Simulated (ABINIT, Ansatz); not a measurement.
# KNbS3 (Pm-3m): zone-centre phonons, part 4 of 5

Which modes does KNbS3 (Pm-3m) have at the zone centre?

ABINIT 10.8.3; DFT PBEsol, scalar-relativistic, plane waves, PseudoDojo norm-conserving pseudopotentials.

So far, lowest optical zone-centre mode (cm⁻¹): step 5 (modes with the sum rule) 81.9. The relaxed cell has a = 4.821 Å (conventional setting).

The structure was built from a prototype and need not be the compound's stable phase.

**6. Sum rules set otherwise (asr 0)**

Without the rule the raw error of the acoustic modes shows.

anaddb.abi

```
ddb_filepath "gamma_DDB"
output_file "anaddb.abo"
outdata_prefix "anaddb"
asr 0
chneut 0
enunit 2
eivec 1
nph1l 1
qph1l 0.0 0.0 0.0 1.0
```

mrgddb.in

```
gamma_DDB
merged
2
dfpt_gammao_DDB
gso_DDB
```

Started as:

```sh
$ mrgddb < mrgddb.in > mrgddb.log
$ OMP_NUM_THREADS=1 anaddb anaddb.abi > anaddb.log
```

anaddb.abo, the main output file:

```text
-outvars_anaddb: echo values of input variables ----------------------

 Miscellaneous information :
      enunit         2
       eivec         1
      chneut         0
 First list of wavevector (reduced coord.) :
       nph1l         1
       qph1l
                     0.00000000E+00  0.00000000E+00  0.00000000E+00    1.000E+00

================================================================================

 read the DDB information and perform some checks

  ==== Info on the Cryst% object ====
 Real(R)+Recip(G) space primitive vectors, cartesian coordinates (Bohr,Bohr^-1):
 R(1)=  9.1108527  0.0000000  0.0000000  G(1)=  0.1097592  0.0000000  0.0000000
 R(2)=  0.0000000  9.1108527  0.0000000  G(2)=  0.0000000  0.1097592  0.0000000
 R(3)=  0.0000000  0.0000000  9.1108527  G(3)=  0.0000000  0.0000000  0.1097592
 Unit cell volume ucvol=  7.5627035E+02 bohr^3
 Angles (23,13,12)=  9.00000000E+01  9.00000000E+01  9.00000000E+01 degrees
 Time-reversal symmetry is present
 Reduced atomic positions [iatom, xred, symbol]:
    1)    0.0000000  0.0000000  0.0000000   K
    2)    0.5000000  0.5000000  0.5000000  Nb
    3)    0.5000000  0.5000000  0.0000000   S
    4)    0.5000000  0.0000000  0.5000000   S
    5)    0.0000000  0.5000000  0.5000000   S

 DDB file with 3 blocks has been read.

================================================================================

 Treat the first list of vectors

  Phonon wavevector (reduced coordinates) :  0.00000  0.00000  0.00000
 Phonon energies in Hartree :
   2.420533E-05  2.420533E-05  2.420533E-05  3.752728E-04  3.752728E-04
   3.752728E-04  5.499697E-04  5.499697E-04  5.499697E-04  5.891569E-04
   5.891569E-04  5.891569E-04  1.517955E-03  1.517955E-03  1.517955E-03
 Phonon energies in meV     :
-  6.586605E-01  6.586606E-01  6.586606E-01  1.021169E+01  1.021169E+01
-  1.021169E+01  1.496544E+01  1.496544E+01  1.496544E+01  1.603178E+01
-  1.603178E+01  1.603178E+01  4.130566E+01  4.130566E+01  4.130566E+01
 Phonon frequencies in cm-1    :
-  5.312456E+00  5.312456E+00  5.312456E+00  8.236286E+01  8.236286E+01
-  8.236286E+01  1.207044E+02  1.207044E+02  1.207044E+02  1.293050E+02
-  1.293050E+02  1.293050E+02  3.331526E+02  3.331526E+02  3.331526E+02
 Phonon frequencies in Thz     :
-  1.592634E-01  1.592634E-01  1.592634E-01  2.469176E+00  2.469176E+00
-  2.469176E+00  3.618627E+00  3.618627E+00  3.618627E+00  3.876466E+00
-  3.876466E+00  3.876466E+00  9.987664E+00  9.987664E+00  9.987664E+00
 Phonon energies in Kelvin  :
-  7.643438E+00  7.643438E+00  7.643438E+00  1.185018E+02  1.185018E+02
-  1.185018E+02  1.736667E+02  1.736667E+02  1.736667E+02  1.860410E+02
-  1.860410E+02  1.860410E+02  4.793323E+02  4.793323E+02  4.793323E+02

 Eigendisplacements
 (will be given, for each mode : in cartesian coordinates
   for each atom the real part of the displacement vector,
   then the imaginary part of the displacement vector - absolute values smaller than 1.0d-7 are set to zero)
  Mode number    1   Energy    2.420533E-05
-  1  0.00000000E+00  0.00000000E+00 -1.53093153E-03
-     0.00000000E+00  0.00000000E+00  0.00000000E+00
-  2  0.00000000E+00  0.00000000E+00 -1.55764786E-03
-     0.00000000E+00  0.00000000E+00  0.00000000E+00
-  3  0.00000000E+00  0.00000000E+00 -1.55359572E-03
-     0.00000000E+00  0.00000000E+00  0.00000000E+00
-  4  0.00000000E+00  0.00000000E+00 -1.55027162E-03
-     0.00000000E+00  0.00000000E+00  0.00000000E+00
-  5  0.00000000E+00  0.00000000E+00 -1.55027162E-03
-     0.00000000E+00  0.00000000E+00  0.00000000E+00
  Mode number    2   Energy    2.420533E-05
-  1  0.00000000E+00  1.53093153E-03  0.00000000E+00
-     0.00000000E+00  0.00000000E+00  0.00000000E+00
-  2  0.00000000E+00  1.55764786E-03  0.00000000E+00
-     0.00000000E+00  0.00000000E+00  0.00000000E+00
-  3  0.00000000E+00  1.55027162E-03  0.00000000E+00
-     0.00000000E+00  0.00000000E+00  0.00000000E+00
-  4  0.00000000E+00  1.55359572E-03  0.00000000E+00
-     0.00000000E+00  0.00000000E+00  0.00000000E+00
-  5  0.00000000E+00  1.55027162E-03  0.00000000E+00
-     0.00000000E+00  0.00000000E+00  0.00000000E+00
  Mode number    3   Energy    2.420533E-05
-  1  1.53093153E-03  0.00000000E+00  0.00000000E+00
-     0.00000000E+00  0.00000000E+00  0.00000000E+00
-  2  1.55764786E-03  0.00000000E+00  0.00000000E+00
-     0.00000000E+00  0.00000000E+00  0.00000000E+00
-  3  1.55027162E-03  0.00000000E+00  0.00000000E+00
-     0.00000000E+00  0.00000000E+00  0.00000000E+00
-  4  1.55027162E-03  0.00000000E+00  0.00000000E+00
-     0.00000000E+00  0.00000000E+00  0.00000000E+00
-  5  1.55359572E-03  0.00000000E+00  0.00000000E+00
-     0.00000000E+00  0.00000000E+00  0.00000000E+00
  Mode number    4   Energy    3.752728E-04
-  1  0.00000000E+00  0.00000000E+00 -2.91730847E-03
-     0.00000000E+00  0.00000000E+00  0.00000000E+00
-  2  0.00000000E+00  0.00000000E+00  1.45128313E-03
-     0.00000000E+00  0.00000000E+00  0.00000000E+00
-  3  0.00000000E+00  0.00000000E+00  3.15472139E-04
-     0.00000000E+00  0.00000000E+00  0.00000000E+00
-  4  0.00000000E+00  0.00000000E+00 -5.14154815E-04
-     0.00000000E+00  0.00000000E+00  0.00000000E+00
-  5  0.00000000E+00  0.00000000E+00 -5.14154815E-04
-     0.00000000E+00  0.00000000E+00  0.00000000E+00
  Mode number    5   Energy    3.752728E-04
-  1  0.00000000E+00 -2.91730847E-03  0.00000000E+00
-     0.00000000E+00  0.00000000E+00  0.00000000E+00
-  2  0.00000000E+00  1.45128313E-03  0.00000000E+00
-     0.00000000E+00  0.00000000E+00  0.00000000E+00
-  3  0.00000000E+00 -5.14154815E-04  0.00000000E+00
-     0.00000000E+00  0.00000000E+00  0.00000000E+00
-  4  0.00000000E+00  3.15472139E-04  0.00000000E+00
-     0.00000000E+00  0.00000000E+00  0.00000000E+00
-  5  0.00000000E+00 -5.14154815E-04  0.00000000E+00
-     0.00000000E+00  0.00000000E+00  0.00000000E+00
  Mode number    6   Energy    3.752728E-04
-  1  2.91730847E-03  0.00000000E+00  0.00000000E+00
-     0.00000000E+00  0.00000000E+00  0.00000000E+00
-  2 -1.45128313E-03  0.00000000E+00  0.00000000E+00
-     0.00000000E+00  0.00000000E+00  0.00000000E+00
-  3  5.14154815E-04  0.00000000E+00  0.00000000E+00
-     0.00000000E+00  0.00000000E+00  0.00000000E+00
-  4  5.14154815E-04  0.00000000E+00  0.00000000E+00
-     0.00000000E+00  0.00000000E+00  0.00000000E+00
-  5 -3.15472139E-04  0.00000000E+00  0.00000000E+00
-     0.00000000E+00  0.00000000E+00  0.00000000E+00
  Mode number    7   Energy    5.499697E-04
-  1  0.00000000E+00  0.00000000E+00  1.78171074E-03
-     0.00000000E+00  0.00000000E+00  0.00000000E+00
-  2  0.00000000E+00  0.00000000E+00  1.05040079E-03
-     0.00000000E+00  0.00000000E+00  0.00000000E+00
-  3  0.00000000E+00  0.00000000E+00 -9.08048568E-04
-     0.00000000E+00  0.00000000E+00  0.00000000E+00
-  4  0.00000000E+00  0.00000000E+00 -2.14660631E-03
-     0.00000000E+00  0.00000000E+00  0.00000000E+00
-  5  0.00000000E+00  0.00000000E+00 -2.14660631E-03
-     0.00000000E+00  0.00000000E+00  0.00000000E+00
  Mode number    8   Energy    5.499697E-04
-  1  0.00000000E+00  1.78171074E-03  0.00000000E+00
-     0.00000000E+00  0.00000000E+00  0.00000000E+00
-  2  0.00000000E+00  1.05040079E-03  0.00000000E+00
-     0.00000000E+00  0.00000000E+00  0.00000000E+00
-  3  0.00000000E+00 -2.14660631E-03  0.00000000E+00
-     0.00000000E+00  0.00000000E+00  0.00000000E+00
-  4  0.00000000E+00 -9.08048568E-04  0.00000000E+00
-     0.00000000E+00  0.00000000E+00  0.00000000E+00
-  5  0.00000000E+00 -2.14660631E-03  0.00000000E+00
-     0.00000000E+00  0.00000000E+00  0.00000000E+00
  Mode number    9   Energy    5.499697E-04
-  1  1.78171074E-03  0.00000000E+00  0.00000000E+00
-     0.00000000E+00  0.00000000E+00  0.00000000E+00
-  2  1.05040079E-03  0.00000000E+00  0.00000000E+00
-     0.00000000E+00  0.00000000E+00  0.00000000E+00
-  3 -2.14660631E-03  0.00000000E+00  0.00000000E+00
-     0.00000000E+00  0.00000000E+00  0.00000000E+00
-  4 -2.14660631E-03  0.00000000E+00  0.00000000E+00
-     0.00000000E+00  0.00000000E+00  0.00000000E+00
-  5 -9.08048568E-04  0.00000000E+00  0.00000000E+00
-     0.00000000E+00  0.00000000E+00  0.00000000E+00
  Mode number   10   Energy    5.891569E-04
-  1  0.00000000E+00  0.00000000E+00  0.00000000E+00
-     0.00000000E+00  0.00000000E+00  0.00000000E+00
-  2  0.00000000E+00  0.00000000E+00  0.00000000E+00
-     0.00000000E+00  0.00000000E+00  0.00000000E+00
-  3  0.00000000E+00  0.00000000E+00  0.00000000E+00
-     0.00000000E+00  0.00000000E+00  0.00000000E+00
-  4  0.00000000E+00  0.00000000E+00  2.92470830E-03
-     0.00000000E+00  0.00000000E+00  0.00000000E+00
-  5  0.00000000E+00  0.00000000E+00 -2.92470830E-03
-     0.00000000E+00  0.00000000E+00  0.00000000E+00
  Mode number   11   Energy    5.891569E-04
-  1  0.00000000E+00  0.00000000E+00  0.00000000E+00
-     0.00000000E+00  0.00000000E+00  0.00000000E+00
-  2  0.00000000E+00  0.00000000E+00  0.00000000E+00
-     0.00000000E+00  0.00000000E+00  0.00000000E+00
-  3  0.00000000E+00 -2.92470830E-03  0.00000000E+00
-     0.00000000E+00  0.00000000E+00  0.00000000E+00
-  4  0.00000000E+00  0.00000000E+00  0.00000000E+00
-     0.00000000E+00  0.00000000E+00  0.00000000E+00
-  5  0.00000000E+00  2.92470830E-03  0.00000000E+00
-     0.00000000E+00  0.00000000E+00  0.00000000E+00
  Mode number   12   Energy    5.891569E-04
-  1  0.00000000E+00  0.00000000E+00  0.00000000E+00
-     0.00000000E+00  0.00000000E+00  0.00000000E+00
-  2  0.00000000E+00  0.00000000E+00  0.00000000E+00
-     0.00000000E+00  0.00000000E+00  0.00000000E+00
-  3  2.92470830E-03  0.00000000E+00  0.00000000E+00
-     0.00000000E+00  0.00000000E+00  0.00000000E+00
-  4 -2.92470830E-03  0.00000000E+00  0.00000000E+00
-     0.00000000E+00  0.00000000E+00  0.00000000E+00
-  5  0.00000000E+00  0.00000000E+00  0.00000000E+00
-     0.00000000E+00  0.00000000E+00  0.00000000E+00
  Mode number   13   Energy    1.517955E-03
-  1  0.00000000E+00  0.00000000E+00  4.30528101E-05
-     0.00000000E+00  0.00000000E+00  0.00000000E+00
-  2  0.00000000E+00  0.00000000E+00 -5.18479814E-04
-     0.00000000E+00  0.00000000E+00  0.00000000E+00
-  3  0.00000000E+00  0.00000000E+00  3.71080890E-03
-     0.00000000E+00  0.00000000E+00  0.00000000E+00
-  4  0.00000000E+00  0.00000000E+00 -1.13062050E-03
-     0.00000000E+00  0.00000000E+00  0.00000000E+00
-  5  0.00000000E+00  0.00000000E+00 -1.13062050E-03
-     0.00000000E+00  0.00000000E+00  0.00000000E+00
  Mode number   14   Energy    1.517955E-03
-  1  0.00000000E+00  4.30528100E-05  0.00000000E+00
-     0.00000000E+00  0.00000000E+00  0.00000000E+00
-  2  0.00000000E+00 -5.18479814E-04  0.00000000E+00
-     0.00000000E+00  0.00000000E+00  0.00000000E+00
-  3  0.00000000E+00 -1.13062050E-03  0.00000000E+00
-     0.00000000E+00  0.00000000E+00  0.00000000E+00
-  4  0.00000000E+00  3.71080890E-03  0.00000000E+00
-     0.00000000E+00  0.00000000E+00  0.00000000E+00
-  5  1.43501577E-07 -1.13062050E-03  0.00000000E+00
-     0.00000000E+00  0.00000000E+00  0.00000000E+00
  Mode number   15   Energy    1.517955E-03
-  1  4.30528100E-05  0.00000000E+00  0.00000000E+00
-     0.00000000E+00  0.00000000E+00  0.00000000E+00
-  2 -5.18479814E-04  0.00000000E+00  0.00000000E+00
-     0.00000000E+00  0.00000000E+00  0.00000000E+00
-  3 -1.13062050E-03  0.00000000E+00  0.00000000E+00
-     0.00000000E+00  0.00000000E+00  0.00000000E+00
-  4 -1.13062050E-03 -1.43501577E-07  0.00000000E+00
-     0.00000000E+00  0.00000000E+00  0.00000000E+00
-  5  3.71080890E-03  0.00000000E+00  0.00000000E+00
-     0.00000000E+00  0.00000000E+00  0.00000000E+00

 Analysis of degeneracies and characters (maximum tolerance=1.00E-06 a.u.)
 For each vibration mode, or group of modes if degenerate,
 the characters are given for each symmetry operation (see the list in the log file).
 Symmetry characters of vibration mode #   1
       degenerate with vibration modes #   2 to    3
  3.0 -3.0 -1.0  1.0 -1.0  1.0 -1.0  1.0  1.0 -1.0 -1.0  1.0  1.0 -1.0 -1.0  1.0
  0.0 -0.0 -0.0  0.0 -0.0  0.0  0.0 -0.0  1.0 -1.0 -1.0  1.0 -1.0  1.0  1.0 -1.0
  0.0 -0.0 -0.0  0.0  0.0 -0.0 -0.0  0.0  1.0 -1.0  1.0 -1.0 -1.0  1.0 -1.0  1.0
 Symmetry characters of vibration mode #   4
       degenerate with vibration modes #   5 to    6
  3.0 -3.0 -1.0  1.0 -1.0  1.0 -1.0  1.0  1.0 -1.0 -1.0  1.0  1.0 -1.0 -1.0  1.0
 -0.0  0.0 -0.0  0.0  0.0 -0.0  0.0 -0.0  1.0 -1.0 -1.0  1.0 -1.0  1.0  1.0 -1.0
 -0.0  0.0  0.0 -0.0  0.0 -0.0 -0.0  0.0  1.0 -1.0  1.0 -1.0 -1.0  1.0 -1.0  1.0
 Symmetry characters of vibration mode #   7
       degenerate with vibration modes #   8 to    9
  3.0 -3.0 -1.0  1.0 -1.0  1.0 -1.0  1.0  1.0 -1.0 -1.0  1.0  1.0 -1.0 -1.0  1.0
 -0.0  0.0 -0.0  0.0  0.0 -0.0 -0.0  0.0  1.0 -1.0 -1.0  1.0 -1.0  1.0  1.0 -1.0
 -0.0  0.0  0.0 -0.0 -0.0  0.0 -0.0  0.0  1.0 -1.0  1.0 -1.0 -1.0  1.0 -1.0  1.0
 Symmetry characters of vibration mode #  10
       degenerate with vibration modes #  11 to   12
  3.0 -3.0 -1.0  1.0 -1.0  1.0 -1.0  1.0 -1.0  1.0  1.0 -1.0 -1.0  1.0  1.0 -1.0
  0.0 -0.0  0.0 -0.0 -0.0  0.0 -0.0  0.0 -1.0  1.0  1.0 -1.0  1.0 -1.0 -1.0  1.0
  0.0 -0.0 -0.0  0.0 -0.0  0.0  0.0 -0.0 -1.0  1.0 -1.0  1.0  1.0 -1.0  1.0 -1.0
 Symmetry characters of vibration mode #  13
       degenerate with vibration modes #  14 to   15
  3.0 -3.0 -1.0  1.0 -1.0  1.0 -1.0  1.0  1.0 -1.0 -1.0  1.0  1.0 -1.0 -1.0  1.0
 -0.0  0.0 -0.0  0.0  0.0 -0.0  0.0 -0.0  1.0 -1.0 -1.0  1.0 -1.0  1.0  1.0 -1.0
 -0.0  0.0  0.0 -0.0  0.0 -0.0 -0.0  0.0  1.0 -1.0  1.0 -1.0 -1.0  1.0 -1.0  1.0
-
```

Wall time 0.66 s (1 thread of Intel Xeon at 2.70GHz, shared host).

Read from the output:

```yaml
lowest_optical_zone_centre_mode: 82.36 cm⁻¹
```

Zone-centre frequencies as printed; negative means imaginary. Modes:

```csv
mode,frequency (cm⁻¹)
1,5.31
2,5.31
3,5.31
4,82.36
5,82.36
6,82.36
7,120.7
8,120.7
9,120.7
10,129.3
11,129.3
12,129.3
13,333.1
14,333.1
15,333.1
```

(Part 4 of 5 ends here.)

[Host names and launcher messages were left out of these logs when they were recorded.]

[Logs are printed without paths, hosts, clocks, repeated set-up lines and the standing remarks that a program may print on its own settings, such as how far it seeks lower states.]

[Hosts, paths, dates, database ids (printed as entryN), source tags and the programs' standing remarks are cut or masked in the printed files.]
